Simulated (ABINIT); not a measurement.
# A GW run on TiO2 (Rutile) in ABINIT, with inputs changed

A base run on TiO2 (Rutile), then changed inputs.

Main program and level: ABINIT 10.8.3; LDA and many-body steps on it, plane waves.

## 1. Set-up

Symmetry: P4_2/mnm, No. 136, tetragonal system. Conventional cell: a = 4.592 Å, b = 4.592 Å, c = 2.957 Å, α = 90.00°, β = 90.00°, γ = 90.00°. Ti has 6 O at 1.95 to 1.98 Å nearest. Nearest to O lie 3 Ti at 1.95 to 1.98 Å. Farther neighbours and most contacts between anions are not listed.

The cell and positions come from the Crystallography Open Database and are kept as given unless a step says otherwise.

## 2. Screening, 4×4×4 mesh, 83 bands, screening to 108.8 eV

This step: ABINIT 10.8.3; RPA screening on LDA, plane waves, norm-conserving pseudopotentials.

The RPA dielectric matrix is built and inverted for each q.

Contents of run.abi:

```
acell 3*1.0 Angstrom
rprim 
  4.592200000000 0.000000000000 0.000000000000
  0.000000000000 4.592200000000 0.000000000000
  0.000000000000 0.000000000000 2.957400000000
ntypat 2
znucl 22 8
natom 6
typat 1 1 2 2 2 2
xred 
  0.000000000000 0.000000000000 0.000000000000
  0.500000000000 0.500000000000 0.500000000000
  0.304960000000 0.304960000000 0.000000000000
  0.195040000000 0.804960000000 0.500000000000
  0.695040000000 0.695040000000 0.000000000000
  0.804960000000 0.195040000000 0.500000000000
pp_dirpath "pseudos"
pseudos "Ti.upf, O.upf"
ecut 38
ngkpt 4 4 4
nshiftk 1
shiftk 0 0 0
kptopt 1
chksymbreak 0
istwfk *1
occopt 1
irdwfk 1
optdriver 3
nband 83
ecuteps 4
inclvkb 2
awtr 1
symchi 1
indata_prefix "in"
outdata_prefix "out"
tmpdata_prefix "tmp"
```

Started as:

```sh
$ OMP_NUM_THREADS=1 mpirun -n 8 abinit run.abi > log
```

The program printed:

```text
.Version 10.8.3 of ABINIT. v10.8.2 released Aug 2026.

 Symmetries : space group P4_2/m n m (#136); Bravais tP (primitive tetrag.)
[... echo of the input left out ...]
== DATASET  1 ==================================================================
-   mpi_nproc: 8, omp_nthreads: 1 (-1 if OMP is not activated)

--- !DatasetInfo
iteration_state: {dtset: 1, }
dimensions: {natom: 6, nkpt: 18, mband: 83, nsppol: 1, nspinor: 1, nspden: 1, mpw: 4748, }
cutoff_energies: {ecut:  38.0, pawecutdg:  -1.0, }
electrons: {nelect:   4.80000000E+01, charge:   0.00000000E+00, occopt:   1.00000000E+00, tsmear:   1.00000000E-02, }

 SCREENING: Calculation of the susceptibility and dielectric matrices

 Based on a program developped by R.W. Godby, V. Olevano, G. Onida, and L. Reining.
 Incorporated in ABINIT by V. Olevano, G.-M. Rignanese, and M. Torrent.
.Using double precision arithmetic ; gwpc =  8

[... cell and pseudopotentials left out ...]
--------------------------------------------------------------------------------

 ==== K-mesh for the wavefunctions ====
 Number of points in the irreducible wedge :    18
[... list of points left out ...]
 Together with 16 symmetry operations and time-reversal symmetry
 yields    64 points in the full Brillouin Zone.

 ==== Q-mesh for the screening function ====
 Number of points in the irreducible wedge :    18
[... list of points left out ...]
 Together with 16 symmetry operations and time-reversal symmetry
 yields    64 points in the full Brillouin Zone.

 setmesh: FFT mesh size selected  =    32x   32x   24
          total number of points  =        24576

 vcoul_init : cutoff-mode = AUXILIARY_FUNCTION
 q-points for optical limit:   1
     1)      0.000010    0.000020    0.000030

- screening: taking advantage of time-reversal symmetry
- Maximum band index for partially occupied states nbvw = 24
- Remaining bands to be divided among processors   nbcw = 59
- Number of bands treated by each node ~7

 Number of electrons calculated from density =   48.0000; Expected =   48.0000
 average of density, n =  0.114049
 r_s =    1.2792
 omega_plasma =   32.5763 [eV]

 calculating chi0 at frequencies [eV] :
  1    0.000000E+00    0.000000E+00
  2    0.000000E+00    3.257632E+01

--------------------------------------------------------------------------------
  q-point number  1        q = ( 0.000000, 0.000000, 0.000000) [r.l.u.]
--------------------------------------------------------------------------------
[... chi0 elements left out ...]
 For q-point:  0.000010 0.000020 0.000030
  dielectric constant =   8.9497
  dielectric constant without local fields =   9.3218

  Average fulfillment of the sum rule on Im[epsilon] for q-point    1 :     46.51  [%]
[... wings left out ...]
  q-point number  2        q = ( 0.250000, 0.000000, 0.000000) [r.l.u.]
--------------------------------------------------------------------------------
[... chi0 elements left out ...]
  Average fulfillment of the sum rule on Im[epsilon] for q-point    2 :     61.84  [%]

 [... 16 further q-points ...]
```

The job ended after 69 s (8 MPI ranks of Arm Neoverse V2, shared host; peak memory 2.9 GiB; 9.2 min of CPU time).

Numbers from this step:

| Property | Result |
| --- | --- |
| ε∞ with local fields, on this mesh, along the program's q direction | 8.950 |
| the same without local fields | 9.322 |
| plasma frequency | 32.58 eV |
| plane waves in the screening matrix | 161 |

Local fields lower ε∞ by 4 %. On a Γ-centred mesh this coarse the value itself is usually too large, while a short band sum pulls it down.

## 3. Base

The self-energy is evaluated for the states that the input lists, and the levels follow from it, in one-shot runs by the linearised quasiparticle equation.

This step: G0W0 on LDA, plane waves, norm-conserving pseudopotentials.

run.abi: that of step 2 with these lines changed.

```diff
@@ -27,8 +27,15 @@
 irdwfk 1
-optdriver 3
+optdriver 4
 nband 83
+gwcalctyp 0
+ecutsigx 38
+symsigma 1
+nkptgw 1
+kptgw 
+  0.0000000000 0.0000000000 0.0000000000
+bdgw 
+  22 26
 ecuteps 4
-inclvkb 2
-awtr 1
-symchi 1
+irdscr 1
+ppmodel 1
 indata_prefix "in"
```

The program printed:

```text
.Version 10.8.3 of ABINIT. v10.8.2 released Aug 2026.

 Symmetries : space group P4_2/m n m (#136); Bravais tP (primitive tetrag.)
[... echo of the input left out ...]
== DATASET  1 ==================================================================
-   mpi_nproc: 8, omp_nthreads: 1 (-1 if OMP is not activated)

--- !DatasetInfo
iteration_state: {dtset: 1, }
dimensions: {natom: 6, nkpt: 18, mband: 83, nsppol: 1, nspinor: 1, nspden: 1, mpw: 4748, }
cutoff_energies: {ecut:  38.0, pawecutdg:  -1.0, }
electrons: {nelect:   4.80000000E+01, charge:   0.00000000E+00, occopt:   1.00000000E+00, tsmear:   1.00000000E-02, }

 SIGMA: Calculation of the GW corrections

 Based on a program developped by R.W. Godby, V. Olevano, G. Onida, and L. Reining.
 Incorporated in ABINIT by V. Olevano, G.-M. Rignanese, and M. Torrent.
.Using double precision arithmetic ; gwpc =  8

[... cell and pseudopotentials left out ...]
--------------------------------------------------------------------------------

 ==== K-mesh for the wavefunctions ====
 Number of points in the irreducible wedge :    18
[... list of points left out ...]
 Together with 16 symmetry operations and time-reversal symmetry
 yields    64 points in the full Brillouin Zone.

 ==== Q-mesh for screening function ====
 Number of points in the irreducible wedge :    18
[... list of points left out ...]
 Together with 16 symmetry operations and time-reversal symmetry
 yields    64 points in the full Brillouin Zone.

 vcoul_init : cutoff-mode = AUXILIARY_FUNCTION
 q-points for optical limit:   1
     1)      0.000010    0.000020    0.000030
 setmesh: FFT mesh size selected  =    50x   50x   32
          total number of points  =        80000

 Number of electrons calculated from density =   48.0000; Expected =   48.0000
 average of density, n =  0.114049
 r_s =    1.2792
 omega_plasma =   32.5763 [eV]

 === KS Band Gaps ===
  >>>> For spin  1
   Minimum direct gap =   1.8359 [eV], located at k-point      :   0.0000  0.0000  0.0000
   Fundamental gap    =   1.8359 [eV], Top of valence bands at :   0.0000  0.0000  0.0000
                                       Bottom of conduction at :   0.0000  0.0000  0.0000
 SIGMA fundamental parameters:
 PLASMON POLE MODEL  1
 number of plane-waves for SigmaX                 4679
 number of plane-waves for SigmaC and W            161
 number of plane-waves for wavefunctions          4679
 number of bands                                    83
 number of independent spin polarizations            1
 number of spinorial components                      1
 number of k-points in IBZ                          18
 number of q-points in IBZ                          18
 number of symmetry operations                      16
 number of k-points in BZ                           64
 number of q-points in BZ                           64
 number of frequencies for dSigma/dE                 9
 frequency step for dSigma/dE [eV]                0.25
 number of omega for Sigma on real axis              0
 max omega for Sigma on real axis  [eV]           0.00
 zcut for avoiding poles [eV]                     0.10

 EPSILON^-1 parameters (SCR file):
 dimension of the eps^-1 matrix on file            161
 dimension of the eps^-1 matrix used               161
 number of plane-waves for wavefunctions          4679
 number of bands                                    83
 number of q-points in IBZ                          18
 number of frequencies                               2
 number of real frequencies                          1
 number of imag frequencies                          1

 matrix elements of self-energy operator (all in [eV])

 Perturbative Calculation

--- !SelfEnergy_ee
iteration_state: {dtset: 1, }
kpoint     : [   0.000,    0.000,    0.000, ]
spin       : 1
KS_gap     :    1.836
QP_gap     :    3.473
Delta_QP_KS:    1.637
data: !SigmaeeData |
     Band     E0 <VxcDFT>   SigX SigC(E0)      Z dSigC/dE  Sig(E)    E-E0       E
       22   4.794 -20.412 -25.069   4.972   0.770  -0.299 -20.169   0.242   5.036
       23   4.794 -20.412 -25.069   4.972   0.770  -0.299 -20.169   0.242   5.036
       24   5.252 -20.169 -24.942   5.121   0.764  -0.309 -19.903   0.266   5.517
       25   7.087 -20.077 -12.040  -5.601   0.781  -0.280 -18.173   1.903   8.991
       26   7.371 -19.692 -12.025  -5.325   0.783  -0.277 -17.859   1.833   9.204

== END DATASET(S) ==============================================================
================================================================================

 -outvars: echo values of variables after computation  --------
           etotal      0.0000000000E+00
            nband          83
             nkpt          18
          spgroup         136
 [... the other variables as echoed above ...]

 Calculation completed.
```

It took 3.8 s on 8 MPI ranks; peak memory 1.5 GiB.

Numbers from this step:

```yaml
g0w0_gap_on_the_points_computed: 3.474 eV
starting_gap_on_the_mesh: 1.836 eV
k_of_the_valence_top: 0, 0, 0
k_of_the_conduction_bottom: 0, 0, 0
z_at_the_valence_top: 0.764
z_at_the_conduction_bottom: 0.781
least_direct_g0w0_gap_on_the_computed_points: 3.474 eV
```

The gap on the mesh goes from 1.84 eV to 3.47 eV, a correction of +1.64 eV.

## 4. Broadening of the poles

run.abi: that of step 3 with these lines changed.

```diff
@@ -40,2 +40,3 @@
 ppmodel 1
+zcut 0.01 eV
 indata_prefix "in"
```

The program printed:

```text
.Version 10.8.3 of ABINIT. v10.8.2 released Aug 2026.

 Symmetries : space group P4_2/m n m (#136); Bravais tP (primitive tetrag.)
[... echo of the input left out ...]
== DATASET  1 ==================================================================
-   mpi_nproc: 8, omp_nthreads: 1 (-1 if OMP is not activated)

--- !DatasetInfo
iteration_state: {dtset: 1, }
dimensions: {natom: 6, nkpt: 18, mband: 83, nsppol: 1, nspinor: 1, nspden: 1, mpw: 4748, }
cutoff_energies: {ecut:  38.0, pawecutdg:  -1.0, }
electrons: {nelect:   4.80000000E+01, charge:   0.00000000E+00, occopt:   1.00000000E+00, tsmear:   1.00000000E-02, }

 SIGMA: Calculation of the GW corrections

 Based on a program developped by R.W. Godby, V. Olevano, G. Onida, and L. Reining.
 Incorporated in ABINIT by V. Olevano, G.-M. Rignanese, and M. Torrent.
.Using double precision arithmetic ; gwpc =  8

[... cell and pseudopotentials left out ...]
--------------------------------------------------------------------------------

 ==== K-mesh for the wavefunctions ====
 Number of points in the irreducible wedge :    18
[... list of points left out ...]
 Together with 16 symmetry operations and time-reversal symmetry
 yields    64 points in the full Brillouin Zone.

 ==== Q-mesh for screening function ====
 Number of points in the irreducible wedge :    18
[... list of points left out ...]
 Together with 16 symmetry operations and time-reversal symmetry
 yields    64 points in the full Brillouin Zone.

 vcoul_init : cutoff-mode = AUXILIARY_FUNCTION
 q-points for optical limit:   1
     1)      0.000010    0.000020    0.000030
 setmesh: FFT mesh size selected  =    50x   50x   32
          total number of points  =        80000

 Number of electrons calculated from density =   48.0000; Expected =   48.0000
[...]
number of q-points in IBZ                          18
 number of symmetry operations                      16
 number of k-points in BZ                           64
 number of q-points in BZ                           64
 number of frequencies for dSigma/dE                 9
 frequency step for dSigma/dE [eV]                0.25
 number of omega for Sigma on real axis              0
 max omega for Sigma on real axis  [eV]           0.00
 zcut for avoiding poles [eV]                     0.01

 EPSILON^-1 parameters (SCR file):
 dimension of the eps^-1 matrix on file            161
 dimension of the eps^-1 matrix used               161
 number of plane-waves for wavefunctions          4679
 number of bands                                    83
 number of q-points in IBZ                          18
 number of frequencies                               2
 number of real frequencies                          1
 number of imag frequencies                          1

 matrix elements of self-energy operator (all in [eV])

 Perturbative Calculation

--- !SelfEnergy_ee
iteration_state: {dtset: 1, }
kpoint     : [   0.000,    0.000,    0.000, ]
spin       : 1
KS_gap     :    1.836
QP_gap     :    3.473
Delta_QP_KS:    1.637
data: !SigmaeeData |
     Band     E0 <VxcDFT>   SigX SigC(E0)      Z dSigC/dE  Sig(E)    E-E0       E
       22   4.794 -20.412 -25.069   4.972   0.770  -0.299 -20.169   0.242   5.036
       23   4.794 -20.412 -25.069   4.972   0.770  -0.299 -20.169   0.242   5.036
       24   5.252 -20.169 -24.942   5.121   0.764  -0.309 -19.903   0.266   5.517
       25   7.087 -20.077 -12.040  -5.601   0.781  -0.280 -18.173   1.903   8.991
       26   7.371 -19.692 -12.025  -5.325   0.783  -0.277 -17.859   1.833   9.204

== END DATASET(S) ==============================================================
================================================================================

 -outvars: echo values of variables after computation  --------
           etotal      0.0000000000E+00
            nband          83
             nkpt          18
          spgroup         136
 [... the other variables as echoed above ...]

 Calculation completed.
```

It took 3.8 s on 8 MPI ranks; peak memory 1.5 GiB; 29 s of CPU time.

Numbers from this step:

* G0W0 gap on the points computed: 3.474 eV
* starting gap on the mesh: 1.836 eV
* k of the valence top: 0, 0, 0
* k of the conduction bottom: 0, 0, 0
* Z at the valence top: 0.764
* Z at the conduction bottom: 0.781
* least direct G0W0 gap on the computed points: 3.474 eV

Against G0W0 in ABINIT (4×4×4 mesh, 83 bands, screening to 108.8 eV, Godby-Needs plasmon pole), the gap moves by +0.000 eV.

## 5. Smaller part of the screening matrix

run.abi: that of step 4 with these lines changed.

```diff
@@ -37,6 +37,5 @@
   22 26
-ecuteps 4
+ecuteps 1
 irdscr 1
 ppmodel 1
-zcut 0.01 eV
 indata_prefix "in"
```

The program printed:

```text
.Version 10.8.3 of ABINIT. v10.8.2 released Aug 2026.

 Symmetries : space group P4_2/m n m (#136); Bravais tP (primitive tetrag.)
[... echo of the input left out ...]
== DATASET  1 ==================================================================
-   mpi_nproc: 8, omp_nthreads: 1 (-1 if OMP is not activated)

--- !DatasetInfo
iteration_state: {dtset: 1, }
dimensions: {natom: 6, nkpt: 18, mband: 83, nsppol: 1, nspinor: 1, nspden: 1, mpw: 4748, }
cutoff_energies: {ecut:  38.0, pawecutdg:  -1.0, }
electrons: {nelect:   4.80000000E+01, charge:   0.00000000E+00, occopt:   1.00000000E+00, tsmear:   1.00000000E-02, }

 SIGMA: Calculation of the GW corrections

 Based on a program developped by R.W. Godby, V. Olevano, G. Onida, and L. Reining.
 Incorporated in ABINIT by V. Olevano, G.-M. Rignanese, and M. Torrent.
.Using double precision arithmetic ; gwpc =  8

[... cell and pseudopotentials left out ...]
--------------------------------------------------------------------------------

 ==== K-mesh for the wavefunctions ====
 Number of points in the irreducible wedge :    18
[... list of points left out ...]
 Together with 16 symmetry operations and time-reversal symmetry
 yields    64 points in the full Brillouin Zone.

 ==== Q-mesh for screening function ====
 Number of points in the irreducible wedge :    18
[... list of points left out ...]
 Together with 16 symmetry operations and time-reversal symmetry
 yields    64 points in the full Brillouin Zone.

 vcoul_init : cutoff-mode = AUXILIARY_FUNCTION
 q-points for optical limit:   1
     1)      0.000010    0.000020    0.000030
 setmesh: FFT mesh size selected  =    50x   50x   32
          total number of points  =        80000

 Number of electrons calculated from density =   48.0000; Expected =   48.0000
[...]
number of q-points in IBZ                          18
 number of symmetry operations                      16
 number of k-points in BZ                           64
 number of q-points in BZ                           64
 number of frequencies for dSigma/dE                 9
 frequency step for dSigma/dE [eV]                0.25
 number of omega for Sigma on real axis              0
 max omega for Sigma on real axis  [eV]           0.00
 zcut for avoiding poles [eV]                     0.10

 EPSILON^-1 parameters (SCR file):
 dimension of the eps^-1 matrix on file            161
 dimension of the eps^-1 matrix used                19
 number of plane-waves for wavefunctions          4679
 number of bands                                    83
 number of q-points in IBZ                          18
 number of frequencies                               2
 number of real frequencies                          1
 number of imag frequencies                          1

 matrix elements of self-energy operator (all in [eV])

 Perturbative Calculation

--- !SelfEnergy_ee
iteration_state: {dtset: 1, }
kpoint     : [   0.000,    0.000,    0.000, ]
spin       : 1
KS_gap     :    1.836
QP_gap     :    5.100
Delta_QP_KS:    3.264
data: !SigmaeeData |
     Band     E0 <VxcDFT>   SigX SigC(E0)      Z dSigC/dE  Sig(E)    E-E0       E
       22   4.794 -20.412 -25.069   3.910   0.823  -0.216 -21.027  -0.615   4.178
       23   4.794 -20.412 -25.069   3.910   0.823  -0.216 -21.027  -0.615   4.178
       24   5.252 -20.169 -24.942   4.026   0.819  -0.220 -20.781  -0.612   4.640
       25   7.087 -20.077 -12.040  -4.772   0.812  -0.231 -17.424   2.653   9.740
       26   7.371 -19.692 -12.025  -4.637   0.814  -0.228 -17.225   2.467   9.837

== END DATASET(S) ==============================================================
================================================================================

 -outvars: echo values of variables after computation  --------
           etotal      0.0000000000E+00
            nband          83
             nkpt          18
          spgroup         136
 [... the other variables as echoed above ...]

 Calculation completed.
```

It took 2.7 s on 8 MPI ranks; peak memory 0.19 GiB.

Numbers from this step:

| Quantity | Value |
| --- | --- |
| G0W0 gap on the points computed | 5.100 eV |
| starting gap on the mesh | 1.836 eV |
| k of the valence top | 0, 0, 0 |
| k of the conduction bottom | 0, 0, 0 |
| Z at the valence top | 0.819 |
| Z at the conduction bottom | 0.812 |
| least direct G0W0 gap on the computed points | 5.100 eV |

(Part 1 of 2 ends here.)

[Paths, hosts, dates, memory and timing lines, banners, echoed tables and standing remarks are left out of the program output.]

[Logs are printed without paths, hosts, clocks, repeated set-up lines and the standing remarks that a program may print on its own settings, such as how far it seeks lower states.]

[Runs of the session that timed out or met a known fault of the program may be left out.]

[Hosts, paths, dates, database ids (printed as entryN), source tags and the programs' standing remarks are cut or masked in the printed files.]

[G0W0 gaps are taken among the corrected bands and points alone; a level outside them can change the order at an edge.]

[Where Ansatz stands beside ABINIT at settings called matched, ABINIT's density can come from a denser mesh and the files from another edition; pairs whose starting gaps differed by over 0.03 eV were left out, so agreement reads better than it is.]
